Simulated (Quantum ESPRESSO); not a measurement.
# Dielectric function and optical constants of AgI (Iodargyrite), part 2 of 3

Aim: the dielectric function of AgI (Iodargyrite), and the optical constants that follow from it. The cell comes from an older database entry, whose edges can differ from later determinations, mostly by under a per cent.

Quantum ESPRESSO 7.5; DFT, PBE, plane waves with norm-conserving potentials (PseudoDojo), scalar-relativistic, independent-particle optical response without local fields and without the non-local commutator.

So far. Step 2 (Ground state): There is a gap, 1.37 eV on this mesh (points off the mesh can give less), so no carriers' term is needed.

The database entry behind the starting cell is an old determination (1935), so it need not match the best structure at ambient conditions.

**3. Ground state with the final occupations**

Level of this step: DFT, PBE, plane waves with norm-conserving potentials (PseudoDojo), scalar-relativistic, ground state (Quantum ESPRESSO).

With the gap or the metal settled, the ground state is repeated with the fitting occupations, and the later steps take its density.

The input, scf.in:

```
&control
  calculation = 'scf'
  prefix = 'x'
  outdir = './tmp'
  pseudo_dir = './'
  verbosity = 'high'
/
&system
  ibrav = 0
  nat = 4
  ntyp = 2
  ecutwfc = 90
  occupations = 'fixed'
/
&electrons
  conv_thr = 1e-09
  electron_maxstep = 100
/
ATOMIC_SPECIES
  I 1.0 I.upf
  Ag 1.0 Ag.upf
CELL_PARAMETERS angstrom
  4.590000000017 0.000000000000 0.000000000000
  -2.295000000008 3.975056603385 0.000000000000
  0.000000000000 0.000000000000 7.520000000000
ATOMIC_POSITIONS crystal
  I 0.333333333333 0.666666666667 0.500000000000
  I 0.666666666667 0.333333333333 0.000000000000
  Ag 0.333333333333 0.666666666667 0.130000000000
  Ag 0.666666666667 0.333333333333 0.630000000000
K_POINTS automatic
  6 6 3 0 0 0
```

On the command line:

```bash
mpirun -n 4 pw.x -nk 4 -in scf.in
```

Log:

```text
[banner, memory and clock lines left out]

     using ibrav=0 with symmetry is DISCOURAGED, use correct ibrav instead

     G-vector sticks info

     bravais-lattice index     =            0
     lattice parameter (alat)  =       8.6738  a.u.
     unit-cell volume          =     925.9136 (a.u.)^3
     number of atoms/cell      =            4
     number of atomic types    =            2
     number of electrons       =        52.00
     number of Kohn-Sham states=           26
     kinetic-energy cutoff     =      90.0000  Ry
     charge density cutoff     =     360.0000  Ry
     scf convergence threshold =      1.0E-09
     mixing beta               =       0.7000
     number of iterations used =            8  plain     mixing
     Exchange-correlation= PBE
                           (   1   4   3   4   0   0   0)

     celldm(1)=   8.673843  celldm(2)=   0.000000  celldm(3)=   0.000000
     celldm(4)=   0.000000  celldm(5)=   0.000000  celldm(6)=   0.000000

     crystal axes: (cart. coord. in units of alat)
               a(1) = (   1.000000   0.000000   0.000000 )
               a(2) = (  -0.500000   0.866025   0.000000 )
               a(3) = (   0.000000   0.000000   1.638344 )

     reciprocal axes: (cart. coord. in units 2 pi/alat)
               b(1) = (  1.000000  0.577350 -0.000000 )
               b(2) = (  0.000000  1.154701  0.000000 )
               b(3) = (  0.000000 -0.000000  0.610372 )

     ./I.upf
     Pseudo is Norm-conserving + core correction, Zval =  7.0
     Generated using ONCVPSP code by D. R. Hamann
     Using radial grid of 1196 points,  6 beta functions with:
                l(1) =   0
                l(2) =   0
                l(3) =   1
                l(4) =   1
                l(5) =   2
                l(6) =   2

     ./Ag.upf
     Pseudo is Norm-conserving + core correction, Zval = 19.0
     Generated using ONCVPSP code by D. R. Hamann
     Using radial grid of 1538 points,  6 beta functions with:
                l(1) =   0
                l(2) =   0
                l(3) =   1
                l(4) =   1
                l(5) =   2
                l(6) =   2

     atomic species   valence    mass     pseudopotential
     I                 7.00     1.00000     I ( 1.00)
     Ag               19.00     1.00000     Ag( 1.00)

     12 Sym. Ops. (no inversion) found ( 6 have fractional translation)

                                    s                        frac. trans.

     [... symmetry matrices left out ...]
   Cartesian axes

     site n.     atom                  positions (alat units)
         1        I      tau(   1) = (  -0.0000000   0.5773503   0.8191721  )
         2        I      tau(   2) = (   0.5000000   0.2886751   0.0000000  )
         3        Ag     tau(   3) = (  -0.0000000   0.5773503   0.2129847  )
         4        Ag     tau(   4) = (   0.5000000   0.2886751   1.0321569  )

   Crystallographic axes

     site n.     atom                  positions (cryst. coord.)
         1        I      tau(   1) = (  0.3333333  0.6666667  0.5000000  )
         2        I      tau(   2) = (  0.6666667  0.3333333  0.0000000  )
         3        Ag     tau(   3) = (  0.3333333  0.6666667  0.1300000  )
         4        Ag     tau(   4) = (  0.6666667  0.3333333  0.6300000  )

     number of k points=    14
                       cart. coord. in units 2pi/alat
        k(    1) = (   0.0000000   0.0000000   0.0000000), wk =   0.0185185
        k(    2) = (   0.0000000   0.0000000   0.2034574), wk =   0.0370370
        k(    3) = (   0.0000000   0.1924501   0.0000000), wk =   0.1111111
        k(    4) = (   0.0000000   0.1924501   0.2034574), wk =   0.2222222
        k(    5) = (   0.0000000   0.3849002   0.0000000), wk =   0.1111111
        k(    6) = (   0.0000000   0.3849002   0.2034574), wk =   0.2222222
        k(    7) = (   0.0000000  -0.5773503   0.0000000), wk =   0.0555556
        k(    8) = (   0.0000000  -0.5773503   0.2034574), wk =   0.1111111
        k(    9) = (   0.1666667   0.2886751   0.0000000), wk =   0.1111111
        k(   10) = (   0.1666667   0.2886751   0.2034574), wk =   0.2222222
        k(   11) = (   0.1666667   0.4811252   0.0000000), wk =   0.2222222
        k(   12) = (   0.1666667   0.4811252   0.2034574), wk =   0.4444444
        k(   13) = (   0.3333333   0.5773503   0.0000000), wk =   0.0370370
        k(   14) = (   0.3333333   0.5773503   0.2034574), wk =   0.0740741

                       cryst. coord.
        k(    1) = (   0.0000000   0.0000000   0.0000000), wk =   0.0185185
        k(    2) = (   0.0000000   0.0000000   0.3333333), wk =   0.0370370
[...]
k(    7) = (   0.0000000  -0.5000000   0.0000000), wk =   0.0555556
        k(    8) = (   0.0000000  -0.5000000   0.3333333), wk =   0.1111111
        k(    9) = (   0.1666667   0.1666667   0.0000000), wk =   0.1111111
        k(   10) = (   0.1666667   0.1666667   0.3333333), wk =   0.2222222
        k(   11) = (   0.1666667   0.3333333   0.0000000), wk =   0.2222222
        k(   12) = (   0.1666667   0.3333333   0.3333333), wk =   0.4444444
        k(   13) = (   0.3333333   0.3333333   0.0000000), wk =   0.0370370
        k(   14) = (   0.3333333   0.3333333   0.3333333), wk =   0.0740741

     Dense  grid:   106831 G-vectors     FFT dimensions: (  54,  54,  90)

     Initial potential from superposition of free atoms

     starting charge      51.9989, renormalised to      52.0000
     Starting wfcs are   28 randomized atomic wfcs

     Self-consistent Calculation

     iteration #  1     ecut=    90.00 Ry     beta= 0.70
     Davidson diagonalization with overlap

           118 MiB given to the printing process from OS
            91 MiB allocation reported by mallinfo(arena+hblkhd)
------------------
     ethr =  1.00E-02,  avg # of iterations =  2.0

     Threshold (ethr) on eigenvalues was too large:
     Diagonalizing with lowered threshold

     Davidson diagonalization with overlap

           139 MiB given to the printing process from OS
           102 MiB allocation reported by mallinfo(arena+hblkhd)
------------------
     ethr =  4.88E-05,  avg # of iterations =  4.9

     total energy              =    -671.87920526 Ry
     estimated scf accuracy    <       0.04596739 Ry

     iteration #  2     ecut=    90.00 Ry     beta= 0.70
     Davidson diagonalization with overlap

           156 MiB given to the printing process from OS
           132 MiB allocation reported by mallinfo(arena+hblkhd)
------------------
     ethr =  8.84E-05,  avg # of iterations =  2.0

     total energy              =    -671.89150127 Ry
     estimated scf accuracy    <       0.04333242 Ry

     iteration #  3     ecut=    90.00 Ry     beta= 0.70
     Davidson diagonalization with overlap

           159 MiB given to the printing process from OS
           135 MiB allocation reported by mallinfo(arena+hblkhd)
------------------
     ethr =  8.33E-05,  avg # of iterations =  2.0

     total energy              =    -671.90009020 Ry
     estimated scf accuracy    <       0.00036971 Ry

     iteration #  4     ecut=    90.00 Ry     beta= 0.70
     Davidson diagonalization with overlap

           162 MiB given to the printing process from OS
           138 MiB allocation reported by mallinfo(arena+hblkhd)
------------------
     ethr =  7.11E-07,  avg # of iterations =  3.3

     total energy              =    -671.90019676 Ry
     estimated scf accuracy    <       0.00008286 Ry

     iteration #  5     ecut=    90.00 Ry     beta= 0.70
     Davidson diagonalization with overlap

           165 MiB given to the printing process from OS
           141 MiB allocation reported by mallinfo(arena+hblkhd)
------------------
     ethr =  1.59E-07,  avg # of iterations =  2.0

     total energy              =    -671.90019776 Ry
     estimated scf accuracy    <       0.00001233 Ry

     iteration #  6     ecut=    90.00 Ry     beta= 0.70
     Davidson diagonalization with overlap

           169 MiB given to the printing process from OS
           145 MiB allocation reported by mallinfo(arena+hblkhd)
------------------
     ethr =  2.37E-08,  avg # of iterations =  3.2

     total energy              =    -671.90020291 Ry
     estimated scf accuracy    <       0.00000213 Ry

     iteration #  7     ecut=    90.00 Ry     beta= 0.70
     Davidson diagonalization with overlap

           172 MiB given to the printing process from OS
           148 MiB allocation reported by mallinfo(arena+hblkhd)
------------------
     ethr =  4.10E-09,  avg # of iterations =  2.0

     total energy              =    -671.90020319 Ry
     estimated scf accuracy    <       0.00000007 Ry

     iteration #  8     ecut=    90.00 Ry     beta= 0.70
     Davidson diagonalization with overlap

           175 MiB given to the printing process from OS
           151 MiB allocation reported by mallinfo(arena+hblkhd)
------------------
     ethr =  1.36E-10,  avg # of iterations =  3.2

     total energy              =    -671.90020323 Ry
     estimated scf accuracy    <       0.00000002 Ry

     iteration #  9     ecut=    90.00 Ry     beta= 0.70
     Davidson diagonalization with overlap

           178 MiB given to the printing process from OS
           155 MiB allocation reported by mallinfo(arena+hblkhd)
------------------
     ethr =  4.74E-11,  avg # of iterations =  2.0

     total energy              =    -671.90020323 Ry
     estimated scf accuracy    <          1.9E-09 Ry

     iteration # 10     ecut=    90.00 Ry     beta= 0.70
     Davidson diagonalization with overlap

           182 MiB given to the printing process from OS
           158 MiB allocation reported by mallinfo(arena+hblkhd)
------------------
     ethr =  3.73E-12,  avg # of iterations =  3.4

     End of self-consistent calculation

          k = 0.0000 0.0000 0.0000 ( 13309 PWs)   bands (ev):

   -84.9656 -84.9656 -48.4807 -48.4804 -48.4741 -48.4741 -48.4741 -48.4741
    -7.1954  -6.9014   1.3800   1.4397   1.4564   1.4564   1.6191   1.6191
     2.5152   2.5152   2.6059   2.6059   2.6895   4.8608   4.8608   5.5715
     5.6060   5.6060

     occupation numbers
     1.0000   1.0000   1.0000   1.0000   1.0000   1.0000   1.0000   1.0000
     1.0000   1.0000   1.0000   1.0000   1.0000   1.0000   1.0000   1.0000
     1.0000   1.0000   1.0000   1.0000   1.0000   1.0000   1.0000   1.0000
     1.0000   1.0000

          k = 0.0000 0.0000 0.2035 ( 13309 PWs)   bands (ev):

   -84.9656 -84.9656 -48.4807 -48.4805 -48.4741 -48.4741 -48.4741 -48.4741
    -7.1245  -6.9776   1.3223   1.3248   1.4888   1.4888   1.5692   1.5692
     2.5440   2.5440   2.5904   2.5904   3.3253   4.5791   5.0385   5.0385
     5.4103   5.4103

     occupation numbers
     1.0000   1.0000   1.0000   1.0000   1.0000   1.0000   1.0000   1.0000
     1.0000   1.0000   1.0000   1.0000   1.0000   1.0000   1.0000   1.0000
     1.0000   1.0000   1.0000   1.0000   1.0000   1.0000   1.0000   1.0000
     1.0000   1.0000

     [... further k points left out ...]

     highest occupied level (ev):     5.6060

!    total energy              =    -671.90020323 Ry
     estimated scf accuracy    <          9.8E-13 Ry

     The total energy is the sum of the following terms:
     one-electron contribution =    -472.52724122 Ry
     hartree contribution      =     249.83435436 Ry
     xc contribution           =    -108.63520655 Ry
     ewald contribution        =    -340.57210981 Ry

     convergence has been achieved in  10 iterations

     XML data file, charge density, pseudopotentials, collected wavefunctions

                                        0.00s GPU  (     171 calls)
```

Run time: 34 s. Hardware: 4 MPI ranks of Arm Neoverse V1, shared host; peak memory 0.18 GiB; 2.3 min of CPU time.

**4. Bands on the whole mesh, 8×8×4**

At the fixed density, many empty bands are solved on the mesh of the response, since the spectrum sums over them.

This step: DFT, PBE, plane waves with norm-conserving potentials (PseudoDojo), scalar-relativistic, bands at fixed density (Quantum ESPRESSO 7.5).

nscf.in, as its differences from scf.in of step 3:

```diff
@@ -1,3 +1,3 @@
 &control
-  calculation = 'scf'
+  calculation = 'nscf'
   prefix = 'x'
@@ -5,3 +5,2 @@
   pseudo_dir = './'
-  verbosity = 'high'
 /
@@ -13,2 +12,5 @@
   occupations = 'fixed'
+  nbnd = 76
+  nosym = .true.
+  noinv = .true.
 /
@@ -17,2 +19,3 @@
   electron_maxstep = 100
+  diago_full_acc = .true.
 /
@@ -31,2 +34,2 @@
 K_POINTS automatic
-  6 6 3 0 0 0
+  8 8 4 0 0 0
```

On the command line:

```bash
mpirun -n 4 pw.x -nk 4 -in nscf.in
```

Log:

```text
[banner, memory and clock lines left out]

     Atomic positions and unit cell read from directory:

     G-vector sticks info

     bravais-lattice index     =            0
     lattice parameter (alat)  =       8.6738  a.u.
     unit-cell volume          =     925.9136 (a.u.)^3
     number of atoms/cell      =            4
     number of atomic types    =            2
     number of electrons       =        52.00
     number of Kohn-Sham states=           76
     kinetic-energy cutoff     =      90.0000  Ry
     charge density cutoff     =     360.0000  Ry
     Exchange-correlation= PBE
                           (   1   4   3   4   0   0   0)

     celldm(1)=   8.673843  celldm(2)=   0.000000  celldm(3)=   0.000000
     celldm(4)=   0.000000  celldm(5)=   0.000000  celldm(6)=   0.000000

     crystal axes: (cart. coord. in units of alat)
               a(1) = (   1.000000   0.000000   0.000000 )
               a(2) = (  -0.500000   0.866025   0.000000 )
               a(3) = (   0.000000   0.000000   1.638344 )

     reciprocal axes: (cart. coord. in units 2 pi/alat)
               b(1) = (  1.000000  0.577350 -0.000000 )
               b(2) = (  0.000000  1.154701  0.000000 )
               b(3) = (  0.000000 -0.000000  0.610372 )

     ./I.upf
     Pseudo is Norm-conserving + core correction, Zval =  7.0
     Generated using ONCVPSP code by D. R. Hamann
     Using radial grid of 1196 points,  6 beta functions with:
                l(1) =   0
                l(2) =   0
                l(3) =   1
                l(4) =   1
                l(5) =   2
                l(6) =   2

     ./Ag.upf
     Pseudo is Norm-conserving + core correction, Zval = 19.0
     Generated using ONCVPSP code by D. R. Hamann
     Using radial grid of 1538 points,  6 beta functions with:
                l(1) =   0
                l(2) =   0
                l(3) =   1
                l(4) =   1
                l(5) =   2
                l(6) =   2

     atomic species   valence    mass     pseudopotential
     I                 7.00     1.00000     I ( 1.00)
     Ag               19.00     1.00000     Ag( 1.00)

     No symmetry found

   Cartesian axes

     site n.     atom                  positions (alat units)
         1        I      tau(   1) = (  -0.0000000   0.5773503   0.8191721  )
         2        I      tau(   2) = (   0.5000000   0.2886751   0.0000000  )
         3        Ag     tau(   3) = (  -0.0000000   0.5773503   0.2129847  )
         4        Ag     tau(   4) = (   0.5000000   0.2886751   1.0321569  )

     number of k points=   256

     Number of k-points >= 100: set verbosity='high' to print them.

     Dense  grid:   106831 G-vectors     FFT dimensions: (  54,  54,  90)

     The potential is recalculated from file :

     Starting wfcs are   28 randomized atomic wfcs +   48 random wfcs

     Band Structure Calculation
     Davidson diagonalization with overlap

     ethr =  1.92E-12,  avg # of iterations = 53.0

     End of band structure calculation

     Number of k-points >= 100: set verbosity='high' to print the bands.

     highest occupied, lowest unoccupied level (ev):     5.6060    6.9809

     XML data file, pseudopotentials, collected wavefunctions

                                        0.00s GPU  (    3701 calls)

[... left out ...]
ulation
     Davidson diagonalization with overlap

     ethr =  1.92E-12,  avg # of iterations = 53.0

     End of band structure calculation

     Number of k-points >= 100: set verbosity='high' to print the bands.

     highest occupied, lowest unoccupied level (ev):     5.6060    6.9809

     XML data file, pseudopotentials, collected wavefunctions

                                        0.00s GPU  (    3701 calls)
```

Elapsed: 23 min, on 4 MPI ranks; peak memory 0.16 GiB; 1.6 h of CPU time.

(Part 2 of 3 ends here.)

[Machine, clock, banner and «Message from routine» lines are left out of the logs.]

[Logs are printed without paths, hosts, clocks, repeated set-up lines and the standing remarks that a program may print on its own settings, such as how far it seeks lower states.]

[Hosts, paths, dates, database ids (printed as entryN), source tags and the programs' standing remarks are cut or masked in the printed files.]
